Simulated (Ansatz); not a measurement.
# BeCd (hypothetical, Pm-3m): thermal expansion from first principles, part 3 of 3

How much does BeCd (hypothetical) expand with temperature? The crystal structure is hypothetical: it was made by swapping elements on a known structure type.

Ansatz 0.2.0; DFT PBE, scalar-relativistic, plane waves, PAW.

So far. Step 2 (A first coarse run): The start is under 7.3 GPa at this level and looks like a metal on this mesh. Step 4 (Tight relaxation): The residual pressure is -0.0018 GPa, small enough for phonons. The relaxed cell has a = 3.107 Å (conventional setting).

**8. Phonons of the refused cell**

The study refused this cell, so its phonons are run alone to see which modes are imaginary.

input.yaml

```yaml
crystal:
  lattice:
    - [3.1074779521, 0.0, 0.0]
    - [0.0, 3.1074779521, 0.0]
    - [0.0, 0.0, 3.1074779521]
  atoms:
    - { symbol: Be, position: [0.0, 0.0, 0.0] }
    - { symbol: Cd, position: [0.5, 0.5, 0.5] }
kpoints:
  mp_grid: { grid: [16, 16, 16] }
hamiltonian:
  xc: pbe
scf:
  occupations: { method: methfessel_paxton, width: 0.15 }
output:
  eigenvalues: true
phonons:
  method: dfpt
  qmesh: [4, 4, 4]
  temperatures: { t_max: 1000, t_step: 50 }
  qpath:
    path:
      - [[0.0, 0.0, 0.0], [0.0, 0.5, 0.0], [0.5, 0.5, 0.0], [0.0, 0.0, 0.0], [0.5, 0.5, 0.5], [0.0, 0.5, 0.0]]
      - [[0.5, 0.5, 0.5], [0.5, 0.5, 0.0]]
    npoints: 10
```

Command:

```bash
$ ansatz run input.yaml --threads 4 --pin off --max-ram 8192MiB --backend cpu --events-out ev --progress --plain --runs-dir out
```

Numbers of over 12 decimals in the logs are rounded to 6 here.

Output:

```text
[...]
Crystal: 2 atoms, lattice volume = 30.007 Å³
Basis set: ecut = 420 eV, 587 PW (Γ), exchange–correlation on 48×48×48 points (8 copies of the dense FFT grid, shifted against one another)
Bands: 15, of which v1, the nominal top of the filled ones, is band 11 counted from 1 (10 counted from 0)
Symmetry: 48 space group operations
k-points: 165 of 4096
[...]
SCF iter   1: F=—  HF=-8346.152928 eV  |F-HF|=—  |Δ(HF+E_count)|=         —  Δρ=1.46e-3  dr2=8.51e-4  ethr=1.77e-3  ⟨swp⟩=5.0  Hψ=12429  notcnv=0
[...]
SCF iter   8: F=-8346.152886 eV  HF=-8346.152886 eV  |F-HF|=7.28e-12  |Δ(HF+E_count)|=  3.02e-10  S|Δr|=    0.00e0  Δρ=1.56e-7  dr2=4.71e-12  ethr=1.00e-12  ⟨swp⟩=4.1  Hψ=11007  notcnv=0
SCF 1 converged in 8 iterations: F = -8346.152886 eV  dr2 = 4.71e-12
[...]
SCF iter   1: F=—  HF=-8346.152886 eV  |F-HF|=—  |Δ(HF+E_count)|=         —  Δρ=2.05e-7  dr2=7.18e-12  ethr=8.50e-9  ⟨swp⟩=3.1  Hψ=19097  notcnv=0
eigensolver tolerance schedule: the retry pair's looser diagonalisation over-reported the residual by 260307.70 of it (diagonalisation noise at 2.49 of the residual, at the tolerance the schedule requests for it); recorded, not acted on — ethr = c·dr2/N_el stays at c = 1.0e-1
[...]
SCF iter   2: F=-8346.152886 eV  HF=-8346.152886 eV  |F-HF|=3.64e-12  |Δ(HF+E_count)|=  8.69e-10  S|Δr|=    0.00e0  Δρ=7.79e-8  dr2=1.78e-12  ethr=1.00e-12  ⟨swp⟩=4.7  Hψ=8968  notcnv=0
SCF 2 converged in 2 iterations: F = -8346.152886 eV  dr2 = 1.78e-12
phonons: the bands overlap, so this run is a metal and interpolates without the dipole-dipole term. If the crystal is really an insulator or semiconductor, its LO-TO splitting is missing
NSCF: frozen V_eff on 165 k-points
[...]
DFPT response loops at q = (0, 0, 0) (fractional): preconditioner auto → Kerker (q_TF=auto, 2.591 Å⁻¹) (partly filled bands, converged f_vac=0.000); β = 1.00, the filter's whole step (`scf.mixing.beta` (0.50) is not read by the response loops under this deck's `scf.mixing.preconditioner`; to damp them name `kerker` or `kerker_dos`, under which they read `scf.mixing.beta`, and type it under 1.00, their step now; both keys bind the ground state too); Broyden in place of MSR1
[...]
SCF converged after 8 iterations
[...]
Free energy (F): -8346.152886 eV
[...]
Internal energy: -8346.152128 eV  (E = F + TS)
E sigma→0 (E₀):  -8346.152697 eV
Entropy (-TS):   -0.000758 eV (-0.379 meV/atom)
Fermi energy:    13.500727 eV
[...]
--- Band table (eV; the first three rows and the last of 165) ---
  k-point 0: bands = [... 7 lower, 4.2295, 4.2295, 4.2295, 16.0258, 16.0258, 16.0258, 21.9869, 21.9869]
  k-point 1: bands = [... 7 lower, 4.2129, 4.2129, 4.2309, 15.6035, 16.1035, 16.1035, 21.9993, 22.1133]
  k-point 2: bands = [... 7 lower, 4.1664, 4.1664, 4.2350, 14.6046, 16.3333, 16.3333, 22.0362, 22.1514]
  k-point 164: bands = [... 7 lower, 4.6318, 4.6318, 14.8947, 14.8947, 14.8947, 15.0912, 15.0912, 15.0912]
--- Phonons (Γ-DFPT): 2 representative perturbations + reference (Σ response iterations 7) ---
  ASR residual: 3.467e-5 → 0.000e0 eV/Å²; symmetrization residual: 5.798e-7 eV/Å²
  ASR residual per site (eV/Å²): 3.47e-5 1.40e-5
  Γ frequencies (cm⁻¹): 0.00 0.00 0.00 262.71 262.71 262.71
--- Phonons (arbitrary-q DFPT): 10 irreducible q on the 4×4×4 mesh ---
  q = [0.0000, 0.0000, 0.0000] (star 1, of the zone-centre solve; hermiticity 5.48e-7, symmetrization 6.31e-12): -0.00 -0.00 0.00 262.71 262.71 262.71
  q = [0.0000, 0.0000, 0.2500] (star 6, 4 solved perturbations in 4032 linear systems a pass and spin channel, the states on 1296 of 4096 k-point pairs; hermiticity 2.36e-7, symmetrization 7.33e-13): 44.80 44.80 81.63 248.85 248.85 251.58
[...]
q = [0.0000, 0.2500, -0.5000] (star 12, 6 solved perturbations on 1296 of 4096 k-point pairs; hermiticity 1.24e-7, symmetrization 4.51e-14): 12.69 72.60 87.11 227.43 263.25 297.30
[...]
sum rule: each row above includes the acoustic sum rule's correction from the zone centre's row sums; it moved no ω² by more than (1.02 cm⁻¹)²
  mesh force constants: q→R imaginary residual 3.98e-18; ASR residual 3.467e-5 → 0.000e0 eV/Å²; symmetrization residual 2.665e-15 eV/Å²
  interpolated dispersion: 62 rows × 6 modes
  density of states and harmonic sums: on the 20×20×20 q-mesh, interpolated from the force constants of a 4×4×4 supercell (no non-analytic term)
  largest difference from the sums on the solved wave vectors: F 2.11e-2 eV, S 2.67e-5 and C_V 5.55e-6 eV/K
  zero-point energy: 0.054566 eV/cell   skipped modes (ω ≤ 0): 296, of them read as no rigid motion or as one in doubt: 293 (1.017e0 modes/cell left out, lowest -136.86 cm⁻¹)   left out of the sums: 1.70e-1 of the cell's modes: C_V's classical limit lies that fraction below 3 k_B per atom; for a crystal, a wire or a layer, F and S can be off by more, and a phonons.interpolated_qmesh denser along its periods is the remedy for the sampling
```

The job ended after 5.3 min (4 threads of Arm Neoverse V2, shared host; peak memory 2.4 GiB; 20 min of CPU time).

Numbers from this step:

- Γ frequencies: 0, 0, 0, 262.7, 262.7, 262.7 cm⁻¹ (negative: imaginary)
- lowest frequency on the path: -136.9 cm⁻¹
- point group: m-3m
- highest frequency: 325.5 cm⁻¹

No LO-TO term. Phonon branches along the path, in cm⁻¹:

```tsv
point	branch 1	branch 2	branch 3	branch 4	branch 5	branch 6
Γ	0	0	0	263	263	263
halfway	45	45	82	249	249	252
X	60	60	137	238	238	262
halfway	13	73	87	227	263	297
M	-137	-137	72	240	240	326
halfway	-58	65	109	250	252	279
Γ	0	0	0	263	263	263
halfway	-43	-43	100	216	216	297
R	44	44	44	112	112	112
halfway	-80	90	91	157	198	302
X	60	60	137	238	238	262
jump to R	44	44	44	112	112	112
halfway	-120	-120	100	198	198	255
M	-137	-137	72	240	240	326
```

The phonon branches as a text plot (rows in cm⁻¹):

```
    316 |           *******                          *         **
    297 |                  **          ****         * *       *
    277 |          *         *       **            *   *
    258 |*************    ***********      *            **   *
    239 |    ******* ********        ***          *    ***     **
    220 |           *                   *   *         *     * *
    200 |                                           **       *
    181 |                                **      ***       **
    162 |                                  * *   *  *      *
    142 |      ***                          *   *       **
    123 |     *   *                          *  *  *  **  *
    104 |    *     *       ****        **     ****** *    ****
     85 |   *             *    *     **  **         ***       **
     65 |      **************** *   *      *     ***   ****     *
     46 |  ****     *          *   *        * ****    *
     27 | **                    **           *
      8 |*                       **
    -12 |                        * **                     *
    -31 |                       *    ***             *
    -50 |                    ***        *****   *
    -69 |           **   * **
    -89 |                 *                      *  *      *
   -108 |            **  *                        **        *
   -127 |             ***                                    ****
         Γ      X      M          Γ            R        X|R     M
```

The phonon density of states has structure finer than the step of the table below, so its rows give means over 20 cm⁻¹, whole bins alone (the curve runs from -138 to 328 cm⁻¹). Peaks (cm⁻¹: height): 62.5: 0.0318, 102.5: 0.0272, 247.5: 0.0543, 302.5: 0.0229.

Tetrahedra on 20 20 20, mean over bins of 5 cm⁻¹. Table of phonon density of states by wavenumber; means over each step:

```tsv
wavenumber (cm⁻¹)	phonon density of states (1/cm⁻¹/cell)
-120	0.00564
-100	0.0100
-80	0.00970
-60	0.00854
-40	0.00823
-20	0.00567
0	0.00454
20	0.00584
40	0.0106
60	0.0250
80	0.0230
100	0.0244
120	0.00881
140	0.00304
160	0.00412
180	0.00679
200	0.0117
220	0.0211
240	0.0409
260	0.0250
280	0.0113
300	0.0196
```

No LO-TO term. Modes at Γ, with each element's share of the kinetic energy:

```tsv
mode	frequency (cm⁻¹)	symmetry	Be %	Cd %
1	0.0	T1u	7	93
2	0.0	T1u	7	93
3	0.0	T1u	7	93
4	262.7	T1u	93	7
5	262.7	T1u	93	7
6	262.7	T1u	93	7
```

Displacements in mode 6 (262.7 cm⁻¹), the largest set to 1:
```
Be1  0.00  0.34  1.00
Cd2  0.00 -0.03 -0.08
```

Lowest modes at the softest wavevector of the mesh; phase exp(i q.(R + tau)). The modes at q = (0.500, 0.500, 0.000) (shares of kinetic energy by element, %) (negative means imaginary):

```tsv
mode	frequency (cm⁻¹)	Be %	Cd %
1	-136.9	44	56
2	-136.9	44	56
3	72.5	0	100
4	240.3	56	44
5	240.3	56	44
6	325.5	100	0
```

Displacements in mode 1 (-136.9 cm⁻¹), the largest set to 1, in the home cell:
```
Be1 -1.00 -0.10  0.00
Cd2 -0.03 -0.32  0.00
```

Displacements in mode 6 (325.5 cm⁻¹), the largest set to 1, in the home cell:
```
Be1 0.00 0.00 1.00
Cd2 0.00 0.00 0.00
```

The modes has structure finer than the step of the table below, so its rows give means over 10 cm⁻¹, whole bins alone (the curve runs from -145 to 345 cm⁻¹). Peaks (cm⁻¹: height): Be 249.3: 0.0472, 304.8: 0.0215; Cd -83.4: 0.0084, -49.5: 0.00826, 73.8: 0.0299, 104.6: 0.0272, 233.9: 0.00678.

Phonopy on the run's constants, 19x19x19 mesh, Gaussian sigma 3.5 cm⁻¹. Modes against wavenumber; means over each step; values in 1/cm⁻¹/cell:

```tsv
wavenumber (cm⁻¹)	Be	Cd
-140	2.6e-4	3.3e-4
-130	0.00158	0.00196
-120	0.00248	0.00304
-110	0.00415	0.00524
-100	0.00410	0.00479
-90	0.00451	0.00648
-80	0.00424	0.00661
-70	0.00254	0.00494
-60	0.00300	0.00696
-50	0.00302	0.00752
-40	0.00165	0.00584
-30	0.00158	0.00589
-20	0.00103	0.00357
-10	2.8e-4	0.00142
0	1.7e-4	9.4e-4
10	4.5e-4	0.00254
20	0.00106	0.00553
30	0.00107	0.00542
40	0.00189	0.0109
50	0.00199	0.0152
60	0.00175	0.0240
70	9.4e-4	0.0282
80	0.00120	0.0221
90	0.00124	0.0210
100	0.00104	0.0230
110	8.6e-4	0.0194
120	9.3e-4	0.00736
130	8.0e-4	0.00335
140	0.00143	0.00160
150	0.00198	0.00122
160	0.00242	0.00174
170	0.00282	0.00172
180	0.00522	0.00278
190	0.00487	0.00286
200	0.00836	0.00372
210	0.0108	0.00422
220	0.0151	0.00494
230	0.0242	0.00611
240	0.0334	0.00576
250	0.0423	0.00515
260	0.0216	0.00166
270	0.0102	4.2e-4
280	0.0105	3.7e-4
290	0.0136	5.6e-4
300	0.0198	8.3e-4
310	0.0159	5.8e-4
320	0.00520	6.1e-5
330	5.6e-4	7.0e-7
```

The lowest solved frequency is -137 cm⁻¹, so the cell is unstable here and gives no valid free energy.

**9. Outcome**

```json
{
  "lowest frequency at the solved wavevectors": "-137 cm⁻¹"
}
```

What this shows: With imaginary harmonic modes at the relaxed cell the quasi-harmonic free energy is undefined, so no expansion is obtained for this phase at this level. The softest solved mode is 137i cm⁻¹ at q = (0, -0.5, -0.5), and 5 of 10 solved wavevectors carry a mode beyond 8i cm⁻¹. In a metal soft modes also hang on the k-mesh and the smearing, which were not converged here.

[Logs are printed without paths, hosts, clocks, repeated set-up lines and the standing remarks that a program may print on its own settings, such as how far it seeks lower states.]

[Hosts, paths, dates, database ids (printed as entryN), source tags and the programs' standing remarks are cut or masked in the printed files.]

[A step with changed settings may run another functional than the one named; its input shows which.]
